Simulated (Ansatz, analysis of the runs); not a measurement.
# Transmission past a defect: Al wire along [110], 4 atoms a period, vacancy of one Al, part 3 of 3

Wanted: the relaxed defect and the transmission past it, beside the channels of the perfect wire.

Ansatz 0.2.0; DFT PBE, plane waves, PAW; relaxation of a wire's period (the session's first sound run).

So far, conductance of the lead as this run defines it (G₀): step 3 (the wire at its relaxed period) 5.00.

## 5. Transmission

This step: DFT PBE, plane waves, PAW; transmission of a junction in a wire (Ansatz 0.2.0).

The cell is now read as a scatterer between two semi-infinite leads, named by two sites one period apart. The scattering states in its self-consistent potential are matched to the leads' states at each energy. One point across is taken, as for a wire in vacuum.

File input.yaml:

```yaml
crystal:
  lattice:
    - [8.82, 0.0, 0.0]
    - [0.0, 11.085, 0.0]
    - [0.0, 0.0, 23.1655037328]
  atoms:
    - { symbol: Al, position: [0.429466501, 0.393168817, 0.0] }
    - { symbol: Al, position: [0.710518016, 0.385559876, 0.055555556] }
    - { symbol: Al, position: [0.570533499, 0.606837236, 0.055555556] }
    - { symbol: Al, position: [0.289481984, 0.614446177, 0.0] }
    - { symbol: Al, position: [0.429466501, 0.393168817, 0.111111111] }
    - { symbol: Al, position: [0.710518016, 0.385559876, 0.166666667] }
    - { symbol: Al, position: [0.570533499, 0.606837236, 0.166666667] }
    - { symbol: Al, position: [0.289481984, 0.614446177, 0.111111111] }
    - { symbol: Al, position: [0.429466501, 0.393168817, 0.222222222] }
    - { symbol: Al, position: [0.710518016, 0.385559876, 0.277777778] }
    - { symbol: Al, position: [0.570533499, 0.606837236, 0.277777778] }
    - { symbol: Al, position: [0.289481984, 0.614446177, 0.222222222] }
    - { symbol: Al, position: [0.4276817049, 0.3888123721, 0.3362351705] }
    - { symbol: Al, position: [0.6992123564, 0.3730197459, 0.3886565422] }
    - { symbol: Al, position: [0.5598393389, 0.5946747576, 0.3884880149] }
    - { symbol: Al, position: [0.2770716578, 0.5997040245, 0.3332522146] }
    - { symbol: Al, position: [0.6981629485, 0.3752649408, 0.4993141361] }
    - { symbol: Al, position: [0.5591849595, 0.5970480361, 0.5003463863] }
    - { symbol: Al, position: [0.2864826734, 0.6362914271, 0.4442600747] }
    - { symbol: Al, position: [0.4281363724, 0.391519556, 0.5527143995] }
    - { symbol: Al, position: [0.7125882689, 0.3905545766, 0.6102904353] }
    - { symbol: Al, position: [0.5665510883, 0.6131840887, 0.6107062625] }
    - { symbol: Al, position: [0.2749725321, 0.6011386591, 0.5553696625] }
    - { symbol: Al, position: [0.429466501, 0.393168817, 0.666666667] }
    - { symbol: Al, position: [0.710518016, 0.385559876, 0.722222222] }
    - { symbol: Al, position: [0.570533499, 0.606837236, 0.722222222] }
    - { symbol: Al, position: [0.289481984, 0.614446177, 0.666666667] }
    - { symbol: Al, position: [0.429466501, 0.393168817, 0.777777778] }
    - { symbol: Al, position: [0.710518016, 0.385559876, 0.833333333] }
    - { symbol: Al, position: [0.570533499, 0.606837236, 0.833333333] }
    - { symbol: Al, position: [0.289481984, 0.614446177, 0.777777778] }
    - { symbol: Al, position: [0.429466501, 0.393168817, 0.888888889] }
    - { symbol: Al, position: [0.710518016, 0.385559876, 0.9444444445] }
    - { symbol: Al, position: [0.570533499, 0.606837236, 0.9444444445] }
    - { symbol: Al, position: [0.289481984, 0.614446177, 0.888888889] }
kpoints:
  mp_grid: { grid: [1, 1, 4] }
scf:
  occupations: { method: fermi_dirac, width: 0.05 }
hamiltonian:
  xc: pbe
output:
  transmission:
    e_range: [-1.26, 1.26]
    de: 0.035
    kmesh: [1, 1]
    reduced_basis: true
    leads: [[31, 0]]
  dos: { projected: true, e_range: [-4, 3] }
  write_potential: true
  write_density: true
  volumetric_format: npy
  elf: true
basis:
  ecutwfc: "350 eV"
```

Launch:

```sh
> ansatz run input.yaml --threads 4 --pin off --max-ram 16384MiB --backend cpu --events-out ev --progress --plain --runs-dir out
```

Numbers of over 12 decimals in the logs are rounded to 6 here.

Output:

```text
[...]
Crystal: 35 atoms, lattice volume = 2264.884 Å³
Basis set: ecut = 350 eV, 33769 PW (Γ)
Bands: 88, of which v1, the nominal top of the filled ones, is band 53 counted from 1 (52 counted from 0)
Symmetry: 1 space group operations
[...]
k-points: 3 of 4 (time reversal used)
[...]
SCF iter   1: F=—  HF=-18786.910070 eV  |F-HF|=—  |Δ(HF+E_count)|=         —  Δρ=2.14e-3  dr2=3.19e-1  ethr=1.77e-3  ⟨swp⟩=9.0  Hψ=1557  notcnv=0  defer=3
[...]
SCF iter   8: F=-18786.873488 eV  HF=-18786.873488 eV  |F-HF|=3.97e-9  |Δ(HF+E_count)|=   5.46e-8  Δρ=4.08e-7  dr2=1.57e-8  ethr=9.52e-11  ⟨swp⟩=2.7  Hψ=513  notcnv=0
SCF 1 converged in 8 iterations: F = -18786.873488 eV  dr2 = 1.57e-8
[...]
transmission: 27 of 162 steps passed
transmission: 54 of 162 steps passed
[...]
transmission: 162 of 162 steps passed
WARN: The output density's exchange-correlation potential varies sharply where the density is thin. Do not read a vacuum level from v_tot or v_xc, or from such a field of the output density. On a cell that repeats whose density bears no net charge and no dipole along the vacuum's axis use v_es (v_loc + v_h of the components); under efield.dipole_correction with no amplitude use v_es + v_field, which holds any externa [...]
SCF converged after 8 iterations
Free energy (F): -18786.873488 eV
[...]
Internal energy: -18786.753191 eV  (E = F + TS)
E sigma→0 (E₀):  -18786.813339 eV
Entropy (-TS):   -0.120297 eV (-3.437 meV/atom)
Fermi energy:    -1.073361 eV
[...]
--- Band table (eV) ---
  k-point 0: bands = [... 49 lower, -1.4913, -1.3246, -1.2873, -1.0808, -0.7673, -0.7258, -0.6949, -0.6044, ... 31 higher]
  k-point 1: bands = [... 49 lower, -1.5048, -1.3691, -1.1675, -1.1009, -0.9788, -0.9562, -0.5511, -0.5329, ... 31 higher]
  k-point 2: bands = [... 49 lower, -1.6217, -1.4545, -1.2500, -0.9198, -0.8569, -0.8459, -0.7869, -0.7247, ... 31 higher]
--- Transmission ---
  basis      : 715 plane waves across, 27 finite elements along
  points     : 1, standing for a mesh of 1 x 1
[...]
crystal 0  : Al4, at the sites [31, 0], period 2.5739 Å, over 15.44 Å; its Hamiltonian steps by up to 26.7 meV: too much for a lead, lay more layers or, if its atoms are ordered, name the step of that order
[...]
filled         : 14.8 meV over the level at which it is neutral
    channels       : 5.000000e0 a spin
[...]
junction   : crystal 0 to crystal 0, -0.64 to 19.95 Å
    transmission   : 3.584500e0 a spin
    error estimate : 6.211594e-4 a spin from the reduction of the transverse basis, at the most 3.348659e-3 at -1.015000 eV
    conductance    : 2.8336e14 S/m² at 300 K (2.8194e14 on every other energy)
    error estimate : 0.5 % from the energy spacing and 0.0 % from band edges of the leads and from resonances (wavevectors taken as independent; lower de), 0.0 % from the reduction of the transverse basis, 1.2 % from the steps of its leads' Hamiltonians or their offsets (lay more layers), 0.4 % from the distance to neutral
    resistance     : 1.0022e-3 Ω µm² beyond half of each lead's own
```

It took 2.3 min on 4 threads of Arm Neoverse V1, shared host; peak memory 2 GiB.

Numbers from this step:

* energy at zero smearing: -18786.8133 eV
* transmission at the energy nearest the Fermi level, one spin: 3.585
* step of the lead's Hamiltonian: 26.7 meV
* conductance of the junction: 3.576 G₀

The transmission, one spin by energy, zero at the Fermi level:

| energy (eV) | transmission, one spin |
| --- | --- |
| -1.26 | 3.91 |
| -1.19 | 4.05 |
| -1.08 | 4.18 |
| -1.01 | 4.21 |
| -0.91 | 3.04 |
| -0.84 | 2.89 |
| -0.73 | 2.89 |
| -0.67 | 2.98 |
| -0.56 | 3.12 |
| -0.49 | 3.21 |
| -0.39 | 3.32 |
| -0.32 | 3.38 |
| -0.21 | 3.47 |
| -0.14 | 3.53 |
| -0.04 | 3.56 |
| 0.00 | 3.58 |
| 0.04 | 3.60 |
| 0.14 | 3.65 |
| 0.17 | 3.66 |
| 0.21 | 3.40 |
| 0.32 | 3.57 |
| 0.39 | 3.26 |
| 0.49 | 1.74 |
| 0.53 | 1.86 |
| 0.56 | 1.46 |
| 0.67 | 1.45 |
| 0.73 | 1.74 |
| 0.84 | 2.13 |
| 0.91 | 2.28 |
| 0.94 | 2.29 |
| 1.01 | 2.44 |
| 1.08 | 2.59 |
| 1.19 | 3.75 |
| 1.26 | 5.02 |

The open channels of the lead, one spin by energy, zero at the Fermi level:

| energy (eV) | open channels of the lead, one spin |
| --- | --- |
| -1.26 | 7 |
| -1.19 | 7 |
| -1.08 | 7 |
| -1.01 | 7 |
| -0.91 | 7 |
| -0.84 | 5 |
| -0.73 | 5 |
| -0.67 | 5 |
| -0.56 | 5 |
| -0.49 | 5 |
| -0.39 | 5 |
| -0.32 | 5 |
| -0.21 | 5 |
| -0.14 | 5 |
| -0.04 | 5 |
| 0.00 | 5 |
| 0.04 | 5 |
| 0.14 | 5 |
| 0.21 | 5 |
| 0.32 | 5 |
| 0.39 | 5 |
| 0.49 | 3 |
| 0.56 | 3 |
| 0.67 | 3 |
| 0.73 | 3 |
| 0.84 | 4 |
| 0.91 | 4 |
| 1.01 | 4 |
| 1.08 | 4 |
| 1.19 | 6 |
| 1.26 | 8 |

Projected DOS an atom over height of the atomic layer and energy from the Fermi level.  broadened by a Gaussian of 0.15 eV, since few k-points sample the long cell.

Values in states/eV, 12 rows by 16 columns, each cell a mean:
```
0.53 0.53 0.55 0.58 0.58 0.56 0.58 1.05 0.58 0.56 0.58 0.59 0.56 0.54 0.53 0.56
0.53 0.52 0.50 0.52 0.48 0.46 0.49 0.82 0.49 0.47 0.46 0.53 0.49 0.51 0.53 0.49
0.40 0.38 0.39 0.42 0.39 0.43 0.47 0.59 0.47 0.43 0.39 0.42 0.40 0.37 0.40 0.40
0.36 0.38 0.38 0.35 0.34 0.42 0.46 0.43 0.46 0.43 0.35 0.34 0.38 0.38 0.36 0.36
0.49 0.48 0.50 0.44 0.51 0.63 0.60 0.51 0.59 0.64 0.53 0.45 0.49 0.48 0.48 0.52
0.73 0.75 0.74 0.79 0.84 0.81 0.78 0.70 0.77 0.81 0.83 0.80 0.75 0.76 0.74 0.68
0.63 0.59 0.61 0.61 0.59 0.52 0.45 0.50 0.44 0.50 0.58 0.60 0.60 0.59 0.62 0.66
0.49 0.50 0.49 0.49 0.44 0.43 0.42 0.38 0.42 0.44 0.44 0.49 0.49 0.50 0.49 0.48
0.25 0.26 0.26 0.27 0.26 0.29 0.34 0.33 0.34 0.30 0.26 0.27 0.26 0.26 0.25 0.26
0.25 0.25 0.26 0.26 0.26 0.29 0.31 0.30 0.31 0.29 0.27 0.26 0.26 0.25 0.25 0.24
0.31 0.30 0.29 0.29 0.30 0.32 0.34 0.34 0.34 0.33 0.30 0.30 0.29 0.30 0.31 0.32
0.33 0.33 0.36 0.38 0.36 0.36 0.36 0.38 0.35 0.37 0.36 0.38 0.37 0.34 0.33 0.34
```
Columns: height of the atomic layer (Å) from 0 to 21.9; rows upwards: energy from the Fermi level (eV) from -3.98 to 1.47.

ELF in the ca plane at fractional y = 0.386, with atoms of Al within 0.2 Å of it. It is the smooth field of the valence electrons, not physical close to the nuclei.

Ten even steps from '0' (0.00) to '9' (0.93), each cell a mean:
```
11111100000001111222111111111111111111111111
55443333333333445555444444444444444444444444
87776555665556677887777777777777777777777777
99988777888777889998888898888998888899888889
99998678999867999986799998679999867999986799
89995238999523899942279994227999412799942279
59972316998231599815259981524998142499824249
48861214997131388711048871114887111488711148
56664225776313676643467774235777433577643367
66677765555567776666666666666666666666666666
66788864323578876666776667776667777666677776
64468863112578854577774357776435777643577764
51127863101478411278851127885112788511278851
41525752001477244278842417884241788424178842
62226752001367421388862138886113888611378861
86678741000257866787886578888657888865788886
78998631000147899876678887667888767788876678
67887520000136788754457765446776545677654457
46665310000024566532234543223454323455432235
23443100000012344321112221112222111223211112
12211000000000122110000100000110000011000001
00000000000000000000000000000000000000000000
00000000000000000000000000000000000000000000
00000000000000000000000000000000000000000000
```
Columns run along c (16.0 Å, from fractional 0.31 to 1.00 of the cell), rows up along a (8.8 Å). Atoms in or near the plane, at fractional coordinates: Al at (0.34, 0.43), Al at (0.39, 0.70), Al at (0.50, 0.70), Al at (0.55, 0.43), Al at (0.61, 0.71), Al at (0.67, 0.43), Al at (0.72, 0.71), Al at (0.78, 0.43), Al at (0.83, 0.71), Al at (0.89, 0.43), Al at (0.94, 0.71).

Electrostatic potential energy in the ca plane at fractional y = 0.386, with atoms of Al within 0.2 Å of it. With pseudopotentials it is smooth inside the atoms' cores, unlike the true potential.

Values in eV, 13 rows by 16 columns, each cell a mean:
```
  3   3   3   3   3   3   3   3   3   3   3   3   3   3   3   3
  2   1   1   2   1   2   1   0   2   0   1   1   0   2   0   1
 -4  -7 -10  -2 -12  -4  -8 -13  -3 -13  -7  -7 -14  -3 -13  -8
-11 -13 -14  -8 -13 -11 -13 -12  -8 -12 -12 -12 -12  -8 -12 -13
 -7 -13 -14  -6 -16  -9 -11 -14  -5 -15 -10  -9 -15  -5 -15 -11
 -4  -5  -3   1  -4  -5  -3  -3  -5  -4  -4  -4  -4  -5  -4  -4
-14 -12   1   3  -1 -14 -12  -7 -16  -7 -13 -13  -7 -16  -8 -12
-13 -13   1   3  -2 -13 -13 -10 -12 -10 -13 -13 -10 -12 -11 -13
-11  -8   2   3   0 -11  -7  -3 -13  -3  -9  -9  -3 -13  -4  -8
  1   1   3   3   2   1   2   2   1   2   1   1   2   1   2   1
  3   3   3   3   3   3   3   3   3   3   3   3   3   3   3   3
  3   3   3   3   3   3   3   3   3   3   3   3   3   3   3   3
  3   3   3   3   3   3   3   3   3   3   3   3   3   3   3   3
```
Columns run along c (16.0 Å, from fractional 0.31 to 1.00 of the cell; values clipped at the 3rd and 97th percentile), rows up along a (8.8 Å). Atoms in or near the plane, at fractional coordinates: Al at (0.34, 0.43), Al at (0.39, 0.70), Al at (0.50, 0.70), Al at (0.55, 0.43), Al at (0.61, 0.71), Al at (0.67, 0.43), Al at (0.72, 0.71), Al at (0.78, 0.43), Al at (0.83, 0.71), Al at (0.89, 0.43), Al at (0.94, 0.71).

Valence density in the ca plane at fractional y = 0.386, with atoms of Al within 0.2 Å of it. It is the smooth field of the valence electrons, not physical close to the nuclei.

Ten even steps from '0' (0.00 e/Å³) to '9' (0.30 e/Å³), each cell a mean:
```
00000000000000000000000000000000000000000000
00000000000000000000000000000000000000000000
11111111111111111111111111111111111111111111
33222222222222223333333333333333333333333333
65555445545444555654555565455556545555654555
68875346777534688853368885336888533688853368
69984236998423699842269984226998422699842269
69984226998423699842368984236998423699842369
77786446666545787765677776557777655777765577
66788765444567877667776677777777777776777777
67788643222457887666777777777777777777777777
76677632111247766677776567777656777765677776
63346531101246533578863348886324888632488863
63235421000135422478852238986223798622379862
64334310000124433577763347876334777633477763
65554210000013455655555556556555555655555555
34442100000012344433334443333444333344433334
22221000000001122211112221111222111122211112
11110000000000011100000100000010000011000000
00000000000000000000000000000000000000000000
00000000000000000000000000000000000000000000
00000000000000000000000000000000000000000000
00000000000000000000000000000000000000000000
00000000000000000000000000000000000000000000
```
Columns run along c (16.0 Å, from fractional 0.31 to 1.00 of the cell), rows up along a (8.8 Å). Atoms in or near the plane, at fractional coordinates: Al at (0.34, 0.43), Al at (0.39, 0.70), Al at (0.50, 0.70), Al at (0.55, 0.43), Al at (0.61, 0.71), Al at (0.67, 0.43), Al at (0.72, 0.71), Al at (0.78, 0.43), Al at (0.83, 0.71), Al at (0.89, 0.43), Al at (0.94, 0.71).

By hand: the program gives 2.8336 × 10^14 S/m² over the cell's cross-section of 97.77 Å² = 9.777 × 10^-19 m², so one cell conducts 2.770 × 10^-4 S. Divided by G0 = 2e²/h = 7.748 × 10^-5 S this is 3.58 G0, a resistance of 3.61 kΩ.

The conductance is 3.58 G₀, with 5 channels a spin open in the lead. The lead's Hamiltonian steps by 26.7 meV, which the program calls too much for a lead.

## 6. Conductance and thermopower from T(E)

This step: Landauer integrals over the computed T(E), interpolated linearly between its energies (analysis of the runs above).

Conductance and thermopower are moments of T(E) over the thermal window; sliding the window along E stands for a gate that leaves T(E) rigid.

This step gave:

| Quantity | Value |
| --- | --- |
| conductance at 300 K, interpolated from T(E) | 3.578 G₀ |
| thermopower at 300 K | -1.493 μV/K |
| Lorenz number over L0 | 0.9947 |

T(E) held rigid; rough near sharp steps of T(E). Table of conductance at 300 K by shift of the leads' level:

| shift of the leads' level (eV) | conductance at 300 K (G₀) |
| --- | --- |
| -0.900 | 3.32 |
| -0.850 | 3.02 |
| -0.800 | 2.90 |
| -0.750 | 2.89 |
| -0.700 | 2.94 |
| -0.650 | 3.00 |
| -0.600 | 3.07 |
| -0.550 | 3.13 |
| -0.500 | 3.19 |
| -0.450 | 3.25 |
| -0.400 | 3.30 |
| -0.350 | 3.35 |
| -0.300 | 3.40 |
| -0.250 | 3.44 |
| -0.200 | 3.47 |
| -0.150 | 3.49 |
| -0.100 | 3.49 |
| -0.050 | 3.53 |
| 0.000 | 3.58 |
| 0.050 | 3.61 |
| 0.100 | 3.63 |
| 0.150 | 3.62 |
| 0.200 | 3.57 |
| 0.250 | 3.56 |
| 0.300 | 3.52 |
| 0.350 | 3.28 |
| 0.400 | 2.67 |
| 0.450 | 1.98 |
| 0.500 | 1.72 |
| 0.550 | 1.52 |
| 0.600 | 1.32 |
| 0.650 | 1.39 |
| 0.700 | 1.59 |
| 0.750 | 1.79 |
| 0.800 | 1.97 |
| 0.850 | 2.12 |
| 0.900 | 2.19 |

T(E) held rigid; rough near sharp steps of T(E). The thermopower at 300 K by shift of the leads' level:

| shift of the leads' level (eV) | thermopower at 300 K (μV/K) |
| --- | --- |
| -0.900 | 17.2 |
| -0.850 | 10.1 |
| -0.800 | 3.34 |
| -0.750 | -1.12 |
| -0.700 | -2.78 |
| -0.650 | -3.15 |
| -0.600 | -3.08 |
| -0.550 | -2.89 |
| -0.500 | -2.67 |
| -0.450 | -2.45 |
| -0.400 | -2.24 |
| -0.350 | -2.06 |
| -0.300 | -1.89 |
| -0.250 | -1.67 |
| -0.200 | -1.11 |
| -0.150 | -0.141 |
| -0.100 | -1.000 |
| -0.050 | -1.99 |
| 0.000 | -1.49 |
| 0.050 | -0.966 |
| 0.100 | -0.236 |
| 0.150 | 1.25 |
| 0.200 | 1.34 |
| 0.250 | 0.661 |
| 0.300 | 5.80 |
| 0.350 | 18.4 |
| 0.400 | 37.7 |
| 0.450 | 34.8 |
| 0.500 | 16.9 |
| 0.550 | 21.6 |
| 0.600 | 7.72 |
| 0.650 | -15.6 |
| 0.700 | -18.2 |
| 0.750 | -15.4 |
| 0.800 | -12.5 |
| 0.850 | -7.72 |
| 0.900 | -1.00 |

The two levels move by half the bias each and T(E) is held rigid. Table of current from the zero-bias T(E) by bias:

| bias (V) | current from the zero-bias T(E) (μA) |
| --- | --- |
| 0.000 | 0 |
| 0.100 | 27.7 |
| 0.200 | 55.3 |
| 0.300 | 82.8 |
| 0.400 | 110 |
| 0.500 | 137 |
| 0.600 | 164 |
| 0.700 | 191 |
| 0.800 | 215 |
| 0.900 | 237 |
| 1.000 | 256 |
| 1.100 | 275 |
| 1.200 | 292 |
| 1.300 | 309 |
| 1.400 | 327 |
| 1.500 | 344 |
| 1.600 | 363 |
| 1.700 | 382 |
| 1.800 | 403 |
| 1.900 | 425 |

By hand, Mott's formula: S = −(π²k²T/3e) d ln T/dE, and π²k²T/3e = 7.33 μV/K × eV at 300 K. The computed T is 3.53 at -0.070 eV and 3.62 at +0.070 eV, so d ln T/dE ≈ 0.188 per eV and S ≈ -1.38 μV/K, against -1.49 from the integrals.

The thermopower is -1.49 μV/K. The Lorenz ratio is 0.99, where the Wiedemann-Franz law gives 1. Moving the level by up to 0.1 eV either way gives -2.0 to -0.24 μV/K.

## 7. Outcome

| Quantity | Value |
| --- | --- |
| conductance of the perfect wire | 5.00 G₀ |
| conductance, vacancy of one Al | 3.58 G₀ |
| thermopower, vacancy of one Al | -1.49 μV/K |

In words: Summed over the computed window, 62 % of the lead's open channels pass the defect; the conductance at 300 K is 3.58 G₀. With vacancy of one Al, 72 % of the conductance of that run's own lead (4.99 G₀) is left. Transport is coherent and elastic here: the atoms are frozen, so scattering by vibrations plays no part. In 1 run the program finds the step of the lead's Hamiltonian too large, so longer leads may change the transmission. A cutoff under the files' recommended one was taken to save time; its effect on T(E) was not tested here. A cell with an odd number of electrons ran without spin; a level of the scatterer near the Fermi level could split if spin were allowed. The program marked the mesh across the current as unconverged (a run): one point across may be too few, as where atoms come near their images or a face has no vacuum.

[Logs are printed without paths, hosts, clocks, repeated set-up lines and the standing remarks that a program may print on its own settings, such as how far it seeks lower states.]

[Hosts, paths, dates, database ids (printed as entryN), source tags and the programs' standing remarks are cut or masked in the printed files.]
